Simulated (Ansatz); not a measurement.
## Where Al_S (site 2) puts its levels in the gap of Al5AgS8 (F-43m)

Wanted: the transition levels of a antisite in Al5AgS8 (F-43m), from a cell of 56 host atoms with 1 S taken out and 1 Al put in.

Method: place-levels on PBEsol runs: charge-transition levels and formation energies with image-charge correction and potential alignment at the atomic sites, in Ansatz 0.2.0.

## (1) The starting structure

The cell holds 56 atoms: 21 Al, 4 Ag and 31 S. Its edges and angles: a = 10.073 Å, b = 10.073 Å, c = 10.073 Å, α = 90.0°, β = 90.0°, γ = 90.0°. It derives from Al5AgS8 (space group F-43m). Nearest the centre at fractional (0.614, 0.114, 0.614): Al31 at 0.00 Å, Al4 at 2.34 Å, Al15 at 2.34 Å, Al9 at 2.34 Å, Ag23 at 2.38 Å, S36 at 3.24 Å, S38 at 3.24 Å, S25 at 3.24 Å.

The host's dielectric constants go in as inputs: 6.85 for the electrons alone, 11.47 with the ions, from a response run on this crystal (DFPT, PBEsol) at that run's own cell.

The cell's shortest repeat is 10.1 Å.

## (2) The runs of each charge state

A transition level is the Fermi level at which two charge states cost the same, so each charge needs its own total energy, at its own relaxed structure.

Random displacements of about 0.05 Å break the site symmetry at the start, so that the relaxation can reach a distorted minimum if there is one. Forces are taken at one point at (¼, ¼, ¼). The cell holds 2 electrons more than the neutral one, with a uniform background that keeps it neutral on the whole. The electron count is odd, so at least one spin is unpaired; this run locks the moment at 1 μB.

The sampling was tested on the host first: at the k-points planned (1x1x1 shifted 0.25 0.25 0.25) its energy lies 0.000 eV an atom from the dense-mesh value, under the bound of 0.02 eV set for this test; that bounds the host's error, not the defect's.

One state's input; the others differ in charge, spin, start and seed, and in occupations where the table says so.

Contents of qm2_M1.relax/input.yaml:

```yaml
crystal:
  lattice:
    - [10.0726001, 0.0, 0.0]
    - [0.0, 0.0, -10.0726001]
    - [0.0, 10.0726001, 0.0]
  atoms:
    - { symbol: Al, position: [0.11855736, 0.38144264, 0.61855736] }
    - { symbol: Al, position: [0.11855736, 0.88144264, 0.11855736] }
[... 1 atom line left out ...]
    - { symbol: Al, position: [0.61855736, 0.88144264, 0.61855736] }
[... 1 atom line left out ...]
    - { symbol: Al, position: [0.38144264, 0.88144264, 0.38144264] }
[... 2 atom lines left out ...]
    - { symbol: Al, position: [0.38144264, 0.11855736, 0.61855736] }
[... 5 atom lines left out ...]
    - { symbol: Al, position: [0.61855736, 0.11855736, 0.38144264] }
[... 3 atom lines left out ...]
    - { symbol: Al, position: [0.5, 0.0, 0.0] }
    - { symbol: Al, position: [0.5, 0.5, 0.5] }
[... 2 atom lines left out ...]
    - { symbol: Ag, position: [0.75, 0.25, 0.75] }
[... 1 atom line left out ...]
    - { symbol: S, position: [0.38614673, 0.11385327, 0.38614673] }
[... 1 atom line left out ...]
    - { symbol: S, position: [0.88614673, 0.11385327, 0.88614673] }
[... 3 atom lines left out ...]
    - { symbol: S, position: [0.61385327, 0.11385327, 0.61385327] }
[... 3 atom lines left out ...]
    - { symbol: S, position: [0.61385327, 0.38614673, 0.88614673] }
    - { symbol: S, position: [0.61385327, 0.88614673, 0.38614673] }
[... 1 atom line left out ...]
    - { symbol: S, position: [0.38614673, 0.88614673, 0.61385327] }
    - { symbol: S, position: [0.88614673, 0.38614673, 0.61385327] }
[... 1 atom line left out ...]
    - { symbol: S, position: [0.36634011, 0.13365989, 0.86634011] }
[... 1 atom line left out ...]
    - { symbol: S, position: [0.86634011, 0.13365989, 0.36634011] }
[... 7 atom lines left out ...]
    - { symbol: S, position: [0.63365989, 0.36634011, 0.36634011] }
    - { symbol: S, position: [0.63365989, 0.86634011, 0.86634011] }
    - { symbol: S, position: [0.36634011, 0.36634011, 0.63365989] }
[... 2 atom lines left out ...]
    - { symbol: S, position: [0.86634011, 0.86634011, 0.63365989] }
  supercell: [1, 1, 1]
  defects: [{ substitution: { at: 30, symbol: Al } }]
total_charge: -2
basis:
  ecutwfc: 420
  xc_grid: 2
hamiltonian:
  xc: pbesol
kpoints:
  mp_grid: { grid: [1, 1, 1], shift: [0.25, 0.25, 0.25] }
magnetization:
  spin_polarized: true
  initial_magnetization: 1
  spin_locking: { lock_magnetization: hard }
scf:
  occupations: { method: fixed }
  max_iter: 80
output:
  forces: true
  charged_corrections: { epsilon: 6.85, static_epsilon: 11.47 }
relax:
  f_tol: 0.02
  max_steps: 80
  random_displacement: { amplitude: 0.05, seed: 5971 }
checkpoint:
  write: "../qm2_M1.relax.run"
  compress: false
  write_wavefunctions: true
  write_every: 100000
```

Launch:

```bash
ansatz run input.yaml --threads 4 --pin off --max-ram 7536MiB --backend cpu --events-out ev --progress --plain --runs-dir out
```

The relaxed structure is kept and the sampling changed to a 2×2×2 shifted mesh.

The run of this state that the levels use, under PBEsol:

Contents of qm2_M1.point/input.yaml:

```yaml
crystal:
  checkpoint: "../qm2_M1.relax.run"
  host: checkpoint
total_charge: -2
basis:
  ecutwfc: 420
  xc_grid: 2
hamiltonian:
  xc: pbesol
kpoints:
  mp_grid: { grid: [2, 2, 2], shift: [0.5, 0.5, 0.5] }
magnetization:
  spin_polarized: true
  initial_magnetization: 1
  spin_locking: { lock_magnetization: hard }
scf:
  occupations: { method: fermi_dirac, width: 0.01 }
  max_iter: 80
output:
  forces: true
  eigenvalues: true
  charged_corrections:
    epsilon: 6.85
    static_epsilon: 11.47
    defect_position: [0.613853, 0.113853, 0.613853]
  eigenstates: { localisation: true }
  populations: true
  efg: {}
checkpoint:
  read: "../qm2_M1.relax.run"
  write: "../qm2_M1.point.run"
  compress: false
  write_wavefunctions: false
  write_every: 100000
```

Relaxations under PBEsol at one point at (¼, ¼, ¼); times on 4 threads of Arm Neoverse V1, shared host:

| charge | moment (μB) | occupations | outcome | steps | largest displacement against the far atoms (Å) | time |
| --- | --- | --- | --- | --- | --- | --- |
| −2 | 1 | fixed | converged | 13 | 0.33 | 5.5 min |
| −1 | 0 | fixed | not converged | - | - | 43 s |
| −1 | 0 | fermi-dirac | converged | 9 | 0.45 | 92 s |
| 0 | 1 | fixed | converged | 14 | 0.44 | 5.2 min |
| +1 | 0 | fixed | not converged | - | - | 40 s |
| +1 | 0 | fermi-dirac | converged | 22 | 1.56 | 3.3 min |
| +2 | 1 | fixed | converged | 19 | 1.49 | 5.7 min |
| −1 | 2 | fixed | converged | 9 | 0.23 | 3.5 min |
| +1 | 2 | fixed | converged | 31 | 1.69 | 9 min |

Single points under PBEsol at a 2×2×2 shifted mesh; times on 4 threads of Arm Neoverse V1, shared host:

| charge | moment (μB) | occupations | outcome | time |
| --- | --- | --- | --- | --- |
| −2 | 1 | fermi-dirac | converged | 2.8 min |
| −1 | 0 | fermi-dirac | converged | 73 s |
| 0 | 1 | fermi-dirac | converged | 3 min |
| +1 | 0 | fermi-dirac | converged | 70 s |
| +2 | 1 | fermi-dirac | converged | 2.4 min |
| −1 | 2 | fermi-dirac | converged | 2.9 min |
| +1 | 2 | fermi-dirac | converged | 2.6 min |

Distances (Å) from Al31 to the nearest atoms after relaxation with PBEsol:

| charge | moment (μB) | 1. | 2. | 3. | 4. | 5. | 6. |
| --- | --- | --- | --- | --- | --- | --- | --- |
| −2 | 1 | Ag 2.36 | Al 2.49 | Al 2.49 | Al 2.58 | S 3.32 | S 3.53 |
| −1 | 0 | Ag 2.38 | Al 2.49 | Al 2.50 | Al 2.63 | S 2.99 | S 3.37 |
| −1 | 2 | Ag 2.35 | Al 2.58 | Al 2.58 | Al 2.61 | S 3.55 | S 3.55 |
| 0 | 1 | Ag 2.37 | Al 2.54 | Al 2.65 | Al 2.68 | S 3.29 | S 3.33 |
| +1 | 0 | S 2.30 | S 2.35 | Al 2.37 | Ag 2.50 | Al 2.73 | S 3.26 |
| +1 | 2 | S 2.38 | S 2.38 | S 2.38 | Ag 2.48 | Al 2.58 | Al 2.58 |
| +2 | 1 | S 2.31 | S 2.38 | Ag 2.43 | Al 2.51 | Al 2.75 | S 2.91 |

(Part 1 of 2 ends here.)

[Logs are printed without paths, hosts, clocks, repeated set-up lines and the standing remarks that a program may print on its own settings, such as how far it seeks lower states.]

[Hosts, paths, dates, database ids (printed as entryN), source tags and the programs' standing remarks are cut or masked in the printed files.]

[Where a table of states has a column of steps, it counts the stored structures, which are thinned; the runs took as many ionic steps or more.]

[A defect's name tells the site on which it was built; relaxed atoms can leave that site.]

[For some hosts the program warned that the k-mesh of the response run may be too coarse for force constants and the static dielectric constant; such warnings are not shown here.]
